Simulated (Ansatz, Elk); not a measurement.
# Bonding as seen by X-rays: SrCu2Pb2

Structure refinements treat a crystal as free atoms side by side. For a made-up structure of SrCu2Pb2 (cell and positions from a PBEsol relaxation) the runs below show what the calculated density changes in F(hkl).

Program: Elk 11.2.3 (patched build). Level of theory: DFT, PBE, all-electron APW+lo, Dirac cores, scalar-relativistic bands, static density, no spin. Results are calculated unless marked as measured.

This account leaves out most program logs.

The structure was built from a prototype and need not be the compound's stable phase.

## Step 1: Set-up

The structure is tetragonal, space group I4/mmm (No. 139). Conventional cell: a = 4.578 Å, b = 4.578 Å, c = 11.289 Å, α = 90.00°, β = 90.00°, γ = 90.00°. Pb has 4 Cu at 2.64 Å and 1 Pb at 3.02 Å and 4 Sr at 3.57 Å nearest. Sr has 8 Pb at 3.57 Å and 8 Cu at 3.63 Å nearest. Cu has 4 Pb at 2.64 Å and 4 Cu at 3.24 Å and 4 Sr at 3.63 Å nearest. Farther neighbours are not listed.

## Step 2: Ground state and structure factors

An all-electron density is needed, since X-rays see the cores too. Task 0 finds the density and task 195 Fourier-transforms it; tshift is off so that phases refer to the origin typed.

elk.in

```
tasks
  0
  195

xctype
  20

spinpol
  .false.

rgkmax
  7.0

gmaxvr
  14.0

lmaxo
  7

lmaxapw
  8

swidth
  0.002

tshift
  .false.

ramdisk
  .false.

hmaxvr
  5.5

maxscl
  120

epspot
  1e-06

sppath
  './'

avec
  -4.32531146304 4.32531146304 10.66700535374
  4.32531146304 -4.32531146304 10.66700535374
  4.32531146304 4.32531146304 -10.66700535374

atoms
  3
  'Pb.in'
  2
  0.6339573913 0.6339573913 -0.0000000000   0.000000 0.000000 0.000000
  0.3660426087 0.3660426087 -0.0000000000   0.000000 0.000000 0.000000
  'Sr.in'
  1
  -0.0000000000 -0.0000000000 -0.0000000000   0.000000 0.000000 0.000000
  'Cu.in'
  2
  0.2500000000 0.7500000000 0.5000000000   0.000000 0.000000 0.000000
  0.7500000000 0.2500000000 0.5000000000   0.000000 0.000000 0.000000

ngridk
  7 7 7
```

Run with:

```console
> OMP_NUM_THREADS=4 elk
```

Run time: 51 s. Hardware: 4 threads of Arm Neoverse V2, shared host; peak memory 0.27 GiB; 2.5 min of CPU time.

SFACRHO.OUT:

```text

h k l indices transformed by vhmat matrix:
   1.000000000       0.000000000       0.000000000    
   0.000000000       1.000000000       0.000000000    
   0.000000000       0.000000000       1.000000000    

      h      k      l  multipl.   |H|            Re(F)            Im(F)           |F|

      0      0      0      1   0.0000000       260.00000     -0.45181593E-16   260.00000    
     -1     -1      1      2  0.58902992      -37.351218     -0.39375989E-13   37.351218    
      0     -1      0      8  0.78376699      -67.863509     -0.11077902E-13   67.863509    
      1     -1      0      4   1.0271822       128.30930     -0.16864105E-14   128.30930    
     -2     -1      1      8   1.1437671       148.28704     -0.55389510E-14   148.28704    
     -2     -2      2      2   1.1780598      -59.948934      0.72310213E-13   59.948934    
      2      0     -1      8   1.1840859       63.169009     -0.31337004E-13   63.169009    
     -1      1      1      4   1.4526550       210.01080     -0.42819416E-14   210.01080    
      1      3     -2      8   1.5629870      -145.12655      0.50450038E-13   145.12655    
      0      2      0      8   1.5675340      -30.193047      0.40144210E-13   30.193047    
     -2     -3      3      8   1.6419586       91.437756      0.66467412E-13   91.437756    
     -1      0     -1     16   1.6506051      -59.405222      -0.0000000       59.405222    
     -3     -3      3      2   1.7670898       28.210542     -0.25624992E-13   28.210542    
     -2     -1      0     16   1.8488942       129.99670      -0.0000000       129.99670    
     -1     -3      1      8   1.8703025      -55.817107      0.22963455E-13   55.817107    
     -3     -3      2      8   2.0439446       104.88719      0.92820761E-13   104.88719    
     -2      2      0      4   2.0543644       186.24918      0.32578426E-14   186.24918    
     -1      3     -1      8   2.1371405      -26.258604      0.64232772E-14   26.258604
```

Elk indexes on the primitive cell of elk.in and gives |H| = 4π sin θ/λ in inverse bohr. Below, one row stands for each form hkl of the conventional cell (m members, Friedel mates merged), F is for one primitive cell and the density is static (no thermal factor). Free-atom factors are Waasmaier and Kirfel's, and R is Σm||F|−|F'||/Σm|F|.

```tsv
hkl	m	sin θ/λ (Å⁻¹)	abs F, DFT	neutral atoms	diff.
002	2	0.089	37.351	37.510	-0.159
101	8	0.118	67.864	67.975	-0.111
110	4	0.154	128.309	128.117	+0.192
103	8	0.172	148.287	148.419	-0.132
004	2	0.177	59.949	59.473	+0.476
112	8	0.178	63.169	63.607	-0.438
200	4	0.218	210.011	211.002	-0.991
114	8	0.235	145.127	146.039	-0.912
202	8	0.236	30.193	30.944	-0.751
105	8	0.247	91.438	91.525	-0.087
211	16	0.248	59.405	59.543	-0.137
006	2	0.266	28.210	27.594	+0.616
213	16	0.278	129.997	130.112	-0.115
204	8	0.281	55.817	55.332	+0.485
116	8	0.307	104.887	105.346	-0.459
220	4	0.309	186.249	186.749	-0.500
222	8	0.321	26.259	26.665	-0.407
107	8	0.329	85.427	85.417	+0.010
```

## Step 3: The highest occupied states alone

An energy window below the Fermi level keeps the highest occupied states, to see at which angles they scatter; shallow core shells can lie inside it and anion s states outside. No new self-consistency is needed.

Changes to elk.in since step 2:

```diff
@@ -1,3 +1,2 @@
 tasks
-  0
   195
@@ -40,2 +39,5 @@
 
+wsfac
+  -0.207780 0.533210
+
 sppath
```

Run with:

```console
> OMP_NUM_THREADS=4 elk
```

Run time: 15 s. Hardware: 4 threads; peak memory 0.17 GiB; 20 s of CPU time.

States within 12 eV below the Fermi level hold 32.00 electrons; any levels below the window count with the cores. Their amplitudes can exceed the total, where window and core parts have opposite phase:

```tsv
hkl	sin θ/λ (Å⁻¹)	abs F, window	abs F, all
002	0.089	19.380	37.351
101	0.118	2.039	67.864
110	0.154	14.244	128.309
103	0.172	0.880	148.287
004	0.177	13.489	59.949
112	0.178	14.507	63.169
200	0.218	12.608	210.011
114	0.235	11.704	145.127
202	0.236	11.715	30.193
105	0.247	0.009	91.438
```

## Step 4: Another functional

The difference from free atoms is small, so it is set against the change that LDA (Perdew-Wang) makes.

Changes to elk.in since step 3:

```diff
@@ -1,2 +1,3 @@
 tasks
+  0
   195
@@ -4,3 +5,3 @@
 xctype
-  20
+  3
 
@@ -39,5 +40,2 @@
 
-wsfac
-  -0.207780 0.533210
-
 sppath
```

Run with:

```console
> OMP_NUM_THREADS=4 elk
```

The job ended after 30 s (4 threads; peak memory 0.21 GiB; 90 s of CPU time).

Against the first run R = 0.02 %; the largest change is -0.052 at 220.

## Step 5: A coarser k-mesh

About half the k-points along each axis test the sampling.

Changes to elk.in since step 4:

```diff
@@ -5,3 +5,3 @@
 xctype
-  3
+  20
 
@@ -63,2 +63,2 @@
 ngridk
-  7 7 7
+  4 4 4
```

Run with:

```console
> OMP_NUM_THREADS=4 elk
```

Elapsed: 32 s, on 4 threads; peak memory 0.27 GiB; 69 s of CPU time.

Against the first run R = 0.00 %; the largest change is -0.017 at 110.

## Step 6: Settings against the effect

```tsv
run	R against the first run (%)	R against neutral atoms, low angle (%)	wall time
PBE, rgkmax 7	0.00	0.37	51 s
LDA (Perdew-Wang)	0.02	0.37	30 s
k-mesh 4×4×4	0.00	0.37	32 s
```

## Step 7: Summary of results

- R against neutral atoms, sin θ/λ < 0.3 Å⁻¹: 0.37 %
- R against neutral atoms, 0.3 to 0.74 Å⁻¹: 0.12 %

Independent neutral atoms miss the calculated amplitudes by R = 0.37 % below 0.3 Å⁻¹ and 0.12 % from there to 0.74 Å⁻¹; by shells, 0.20 % below 0.15 Å⁻¹ (2 forms), 0.38 % 0.15 to 0.3 (12 forms), 0.15 % 0.3 to 0.45 (25 forms), 0.11 % above 0.45 (110 forms). Bonding, aspherical density and the tables' own atoms all enter these figures, and the runs don't part them. The largest change of an amplitude is -0.99 electrons, at 200. The window's part falls from 32.0 electrons at the origin to at most 4.84 between 0.45 and 0.74 Å⁻¹, where compact states inside the window still scatter. Below 0.3 Å⁻¹ the changes that finished (LDA (Perdew-Wang) and k-mesh 4×4×4) move F by R = 0.01 % at most, against the 0.37 % that separates it from free atoms. The basis has no finished test. These runs have no spin, though d or f shells may be open. Spin-orbit coupling is left out, which can matter for elements this heavy. Part of the difference isn't bonding: the tables are fits to free atoms and ions calculated by other methods than this functional. Thermal motion, anomalous dispersion and extinction are left out.

[Logs are printed without paths, hosts, clocks, repeated set-up lines and the standing remarks that a program may print on its own settings, such as how far it seeks lower states.]

[Hosts, paths, dates, database ids (printed as entryN), source tags and the programs' standing remarks are cut or masked in the printed files.]
